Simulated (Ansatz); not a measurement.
# NaP3 (built on the sites of a database entry of NaN3): a soft mode frozen in, part 3 of 3

Aim: this structure of NaP3 (built on the sites of a database entry of NaN3) is to be tested for unstable modes, and one is followed downhill.

Ansatz 0.2.0; DFT PBEsol, scalar-relativistic, plane waves, PAW.

So far. Step 4 (The mode frozen in, largest atomic shift 0.6 Å): The run ends at a pressure of 4.53 GPa, with forces up to 0.43 eV/Å. Step 5 (Energy along the mode, all amplitudes (two of the runs …): The lowest of the steps tried is the last one, at 0.6 Å, 49.6 meV/atom below the parent; the bottom of the well need not coincide with a step.

The structure was built from a prototype and need not be the compound's stable phase.

**6. Relaxing from the distorted cell (continued)**

Step by step (22 of 28):

```csv
step,energy less that of the first step (eV),largest force component (eV/Å),pressure (GPa),volume (Å³)
1,0.0000,0.4289,4.53,247.93
2,-0.3781,0.2475,0.79,262.21
4,-0.9016,0.1434,0.52,272.14
5,-0.9620,0.2851,0.72,280.06
6,-1.0025,0.1602,-0.27,282.95
7,-1.1004,0.1506,0.16,282.60
9,-1.8197,0.7322,2.90,297.39
10,-2.3712,0.2497,-0.11,313.01
11,-2.3678,0.2781,0.33,321.21
13,-2.4482,0.0131,-0.01,315.13
14,-2.4484,0.0027,0.01,315.09
15,-2.4483,0.0007,0.00,315.20
16*,-2.7169,0.0038,1.00,315.20
18,-2.9117,0.0178,0.18,335.76
19,-2.9365,0.0868,-0.17,341.48
20,-2.9362,0.0795,0.17,343.57
22,-2.9409,0.0057,0.00,342.77
23,-2.9409,0.0009,0.00,342.76
24*,-2.9654,0.0010,0.09,342.76
25,-2.9699,0.0068,0.06,345.42
27,-2.9705,0.0013,0.00,347.34
28*,-2.9713,0.0013,0.00,347.34
```

Relaxation steps marked * repeat the geometry before them on a plane-wave basis chosen anew for their cell, so energy and pressure can jump there. Other such steps can lie between the rows shown. Relaxation step 11 was tried and not accepted.

The run keeps the 8 symmetry operations that it works with, so distortions that break them were not tested.

```csv
cell as run,before,after,change
a (Å),3.958,5.572,+40.8 %
b (Å),5.597,6.049,+8.1 %
c (Å),11.194,10.306,-7.9 %
volume (Å³/atom),15.50,21.71,+40.1 %
```

The atoms that moved most (Å, as changes of fractional coordinates times the final cell):

```csv
atom,dx,dy,dz,length
Na3,1.056,0.000,0.000,1.056
Na1,-1.056,0.000,0.000,1.056
P13,-0.852,-0.097,0.354,0.928
P11,0.852,0.354,-0.097,0.928
P14,-0.852,0.097,-0.354,0.928
P10,-0.852,-0.354,0.097,0.928
P9,-0.852,0.354,-0.097,0.928
P15,0.852,-0.097,0.354,0.928
```

Final coordinates:

```xyz
16
Lattice="5.5716 0.0000 0.0000 0.0000 4.2774 -4.2774 0.0000 7.2873 7.2873" Properties=species:S:1:pos:R:3 pbc="T T T"
Na   -1.2368    3.6436    3.6436
Na    0.0000    7.6042    3.3268
Na    1.2368    0.0000    0.0000
Na    0.0000    3.9605   -0.3169
P     0.0000    1.8218    1.8218
P     0.6772    5.7823    1.5049
P     0.0000    5.4655    5.4655
P    -0.6772    2.1387   -2.1387
P     1.7266    6.2951   -0.5721
P     1.7266    5.2696    3.5820
P     3.8451    9.9387    3.0716
P     3.8451    1.6260   -0.0617
P     1.7266    3.7053    2.0177
P     1.7266    7.8594    0.9922
P     3.8451    7.3490    5.6613
P     3.8451    4.2157   -2.6514
```

This step gave:

```
pressure        : 0.003616 GPa
volume per atom : 21.71 Å³
```

Electrostatic potential energy in the ac plane at fractional y = 0.000, with atoms of Na and P within 0.2 Å of it. With pseudopotentials it is smooth inside the atoms' cores, unlike the true potential.

Ten even steps from '0' (-59 eV) to '9' (9 eV), each cell a mean:
```
984137999999999
998789999989999
999999999988999
889999999999988
258999999999863
016999999999840
027999999999851
578999999999986
999988999999999
999988999999999
999999999975579
999999999840058
999999999851169
999989999987789
999988999999999
889999999999998
248999999999973
016999999999840
027999999999850
579999999999986
999999999989999
999899999988999
986468999999999
972017999999999
```
Columns run along a (5.6 Å; values clipped at the 3rd and 97th percentile), rows up along c (10.3 Å). Atoms in or near the plane, at fractional coordinates: Na at (0.78, 0.50), Na at (0.22, 0.00), P at (0.00, 0.25), P at (0.00, 0.75).

ELF in the ac plane at fractional y = 0.000, with atoms of Na and P within 0.2 Å of it. It is the smooth field of the valence electrons, not physical close to the nuclei.

Ten even steps from '_' (0.02) to '@' (0.93), each cell a mean:
```
__::++==++--____..::::::....__
____::----____..--++++++==::..
====::________::==**##**==----
%%@@@@**::____..--++++==--==**
++@@@@%%==______..::::::==++==
__==%%**::__________..--****__
__--**==....________..++@@@@==
##**==--------..____..**@@@@@@
**==--++****++--..____::++##%%
::::--++##**++--..____..__..::
__..::--====--::____--++++--__
____..........____..++----++..
____..::::::....__..++++++++__
....--==++++==::..__..----..__
==::--++####++--..______..--++
##++--==++++==::..__..==%%@@@@
==++++--::::....____..**@@@@%%
__--##++..__________..==%%%%..
..##@@##--________....::++**..
%%@@@@%%--____..::--------++**
##%%**--..____::==******==--==
::..__..______::==**##**==::::
__..==++++::__..::--====--..__
__--++--++==______........____
```
Columns run along a (5.6 Å), rows up along c (10.3 Å). Atoms in or near the plane, at fractional coordinates: Na at (0.78, 0.50), Na at (0.22, 0.00), P at (0.00, 0.25), P at (0.00, 0.75).

Valence density in the ac plane at fractional y = 0.000, with atoms of Na and P within 0.2 Å of it. It is the smooth field of the valence electrons, not physical close to the nuclei.

Ten steps, logarithmic in the rise over the least value, from '0' (0 e/Å³) to '9' (17 e/Å³), each cell a mean:
```
027973001111100
002420001222110
110000001222211
221000001122222
332100000111223
133100000001231
222110000001232
322211100000123
111222110000011
011222210001100
001122100036630
000111100179961
000111100168850
001222110013310
111222210000011
222222100000122
332111000000233
023100000001232
233100000001232
332100000111223
211000001222211
001100001222210
015652001122100
038984000111100
```
Columns run along a (5.6 Å), rows up along c (10.3 Å). Atoms in or near the plane, at fractional coordinates: Na at (0.78, 0.50), Na at (0.22, 0.00), P at (0.00, 0.25), P at (0.00, 0.75).

The distorted start has space group Pmma; the relaxation ends in Pmma.

**7. Outcome**

```yaml
unstable_mode_of_the_parent: q = (0, 0.25, 0.25), 224i cm⁻¹
depth_at_the_lowest_point_sampled: 49.6 meV/atom
largest_atomic_shift_at_that_point: 0.6 Å
space_group_reached_within_0p01_a: Pmma
energy_gained_over_the_parent_first_relaxation_on_the_mesh_of_the_frozen_mode: 235 meV/atom
volume_per_atom_phase_reached: 21.7 Å³
```

What this shows: Along this mode the structure falls into Pmma, 235 meV/atom below the parent. At the parent's cell the well is 49.61 meV/atom deep on the steps tried, with its lowest point at a shift of 0.6 Å. That is the last step tried, so the steps alone don't bracket the bottom of the well. Relaxing atoms and cell changes the gain by +185.89 meV/atom against the lowest step (energies at zero smearing). Most of the total comes from this relaxation. The modes of the phase reached were not computed on this path. Of the 4 patterns followed to their end from this parent, this one ends 84.8 meV/atom above the lowest, R-3m. Each path keeps the symmetry of its pattern, so a lower phase may lie along a pattern not tried. With no gap, or one that is small against the smearing, the frequencies hang on the k mesh and the smearing, most of all near Kohn anomalies. The volume moved by more than a tenth on the k mesh of the start, so the energy gain is rough. The starting cell was built on a prototype and not taken from a measurement, so the phase need not exist.

[Logs are printed without paths, hosts, clocks, repeated set-up lines and the standing remarks that a program may print on its own settings, such as how far it seeks lower states.]

[Hosts, paths, dates, database ids (printed as entryN), source tags and the programs' standing remarks are cut or masked in the printed files.]
